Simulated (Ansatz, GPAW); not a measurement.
# Reading EPR parameters

A crystal has the composition Cs2MS2, where M is a 3d element. A calculation (PBE+U, spin-orbit coupling in second variation, Ansatz) gives:

```
S                                : 5/2
g, averaged over the cell's ions : ⊥ 2.0031, ∥ 2.0027
D, with anisotropic exchange     : +0.0363 cm⁻¹ (+1.09 GHz)
E                                : +20 MHz
moment in its sphere             : 4.33 μB
```

Q: Name the magnetic ion and its oxidation state.

The crystal is Cs2MnS2, space group Ibam. The spin sits on Mn, with 4 S at 2.47 Å round it. With the usual charges of the other elements M must be +2. The high-spin ion of that charge with S = 5/2 in this row is Mn²⁺ high-spin d⁵. Low-spin ions are left aside. The shift from the free-electron value is small, as for a half-filled shell without orbital momentum.

[Logs are printed without paths, hosts, clocks, repeated set-up lines and the standing remarks that a program may print on its own settings, such as how far it seeks lower states.]

[Hosts, paths, dates, database ids (printed as entryN), source tags and the programs' standing remarks are cut or masked in the printed files.]
